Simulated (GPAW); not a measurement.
Consider Be (Beryllium, P6_3/mmc).

```xyz
2
Lattice="2.2853 0.0000 0.0000 -1.1426 1.9791 0.0000 0.0000 0.0000 3.5842" Properties=species:S:1:pos:R:3 pbc="T T T"
Be    1.1427    0.6597    2.6882
Be    0.0000    1.3194    0.8961
```

Absorber: atom 1, with 6 Be at 2.23 Å and 6 Be at 2.29 Å (anticuboctahedral, as in hcp, site symmetry -6m2). Method: GPAW, revPBE, excited-electron core hole (neutral cell), 32-atom cell with 7.0 Å between holes, 6×6×6 k points, dipole transitions, Gaussian full width 0.9 eV up to 4 eV, rising linearly to 3.5 eV at 25 eV.

Question: What does the Be K edge look like?

Main maxima up to 24 eV above the zero (height): 1.2 eV (1.25), 5.7 eV (1.37), 8.1 eV (1.33), 12.8 eV (1.53) and 22.3 eV (0.42). A K edge sees empty p states on the absorber. The total-energy difference is 116.69 eV. One term is added: -4.47 eV, since the hole is spin-paired here and a spin-polarised one costs that much less in the free atom (computed apart). The photon energy is then 112.22 eV. The tabulated edge of the element is 111.5 eV. The functional leaves an error of a few eV in such absolute values.

The Be K spectrum (energy from the lowest empty level; intensity scaled to a mean of 1 over the first 20 eV; polarised curves are means over the symmetry-equivalent atoms):

| E (eV) | isotropic | ε ⊥ c | ε ∥ c |
| --- | --- | --- | --- |
| -2.0 | 0.00 | 0.00 | 0.00 |
| -1.5 | 0.00 | 0.00 | 0.00 |
| -1.0 | 0.00 | 0.00 | 0.00 |
| -0.5 | 0.04 | 0.04 | 0.02 |
| 0.0 | 0.25 | 0.28 | 0.19 |
| 0.5 | 0.74 | 0.71 | 0.81 |
| 1.0 | 1.21 | 1.08 | 1.47 |
| 1.5 | 1.16 | 1.06 | 1.34 |
| 2.0 | 0.94 | 0.88 | 1.06 |
| 2.5 | 0.93 | 0.92 | 0.94 |
| 3.0 | 0.91 | 0.97 | 0.78 |
| 3.5 | 0.86 | 0.89 | 0.80 |
| 4.0 | 0.99 | 1.01 | 0.94 |
| 4.5 | 1.07 | 1.15 | 0.91 |
| 5.0 | 1.18 | 1.28 | 0.98 |
| 5.5 | 1.36 | 1.49 | 1.09 |
| 6.0 | 1.33 | 1.48 | 1.01 |
| 6.5 | 1.19 | 1.30 | 0.97 |
| 7.0 | 1.19 | 1.24 | 1.11 |
| 7.5 | 1.29 | 1.28 | 1.29 |
| 8.0 | 1.33 | 1.33 | 1.32 |
| 8.5 | 1.32 | 1.37 | 1.22 |
| 9.0 | 1.30 | 1.37 | 1.16 |
| 9.5 | 1.27 | 1.34 | 1.14 |
| 10.0 | 1.23 | 1.29 | 1.12 |
| 10.5 | 1.19 | 1.23 | 1.12 |
| 11.0 | 1.21 | 1.19 | 1.23 |
| 11.5 | 1.28 | 1.20 | 1.46 |
| 12.0 | 1.41 | 1.24 | 1.73 |
| 12.5 | 1.51 | 1.30 | 1.93 |
| 13.0 | 1.52 | 1.30 | 1.95 |
| 13.5 | 1.43 | 1.25 | 1.79 |
| 14.0 | 1.28 | 1.16 | 1.53 |
| 14.5 | 1.12 | 1.05 | 1.25 |
| 15.0 | 0.95 | 0.93 | 0.98 |
| 15.5 | 0.78 | 0.80 | 0.74 |
| 16.0 | 0.63 | 0.67 | 0.54 |
| 16.5 | 0.51 | 0.56 | 0.41 |
| 17.0 | 0.42 | 0.47 | 0.33 |
| 17.5 | 0.37 | 0.40 | 0.30 |
| 18.0 | 0.33 | 0.35 | 0.29 |
| 18.5 | 0.30 | 0.29 | 0.30 |
| 19.0 | 0.28 | 0.26 | 0.32 |
| 19.5 | 0.27 | 0.24 | 0.33 |
| 20.0 | 0.29 | 0.26 | 0.35 |
| 20.5 | 0.32 | 0.30 | 0.36 |
| 21.0 | 0.36 | 0.35 | 0.38 |
| 21.5 | 0.39 | 0.40 | 0.38 |
| 22.0 | 0.41 | 0.43 | 0.38 |
| 22.5 | 0.42 | 0.45 | 0.35 |
| 23.0 | 0.40 | 0.44 | 0.32 |
| 23.5 | 0.38 | 0.43 | 0.29 |
| 24.0 | 0.35 | 0.40 | 0.26 |
| 24.5 | 0.34 | 0.39 | 0.24 |
| 25.0 | 0.33 | 0.38 | 0.23 |
| 25.5 | 0.33 | 0.38 | 0.25 |
| 26.0 | 0.35 | 0.38 | 0.27 |
| 26.5 | 0.37 | 0.39 | 0.32 |
| 27.0 | 0.39 | 0.41 | 0.37 |

The structure is a published determination, not relaxed.

[Banner, clock and machine lines of the logs are left out without a mark of their own.]

[Logs are printed without paths, hosts, clocks, repeated set-up lines and the standing remarks that a program may print on its own settings, such as how far it seeks lower states.]

[Hosts, paths, dates, database ids (printed as entryN), source tags and the programs' standing remarks are cut or masked in the printed files.]

[Lists of maxima count a maximum above −3 eV only where it reaches 4 % of the highest in the window and stands out from its surroundings by 2 % of it (1.5 % where it reaches 55 %); shoulders and weaker maxima are passed over, and of the rest the first, up to two pre-edge ones and the few strongest are named.]
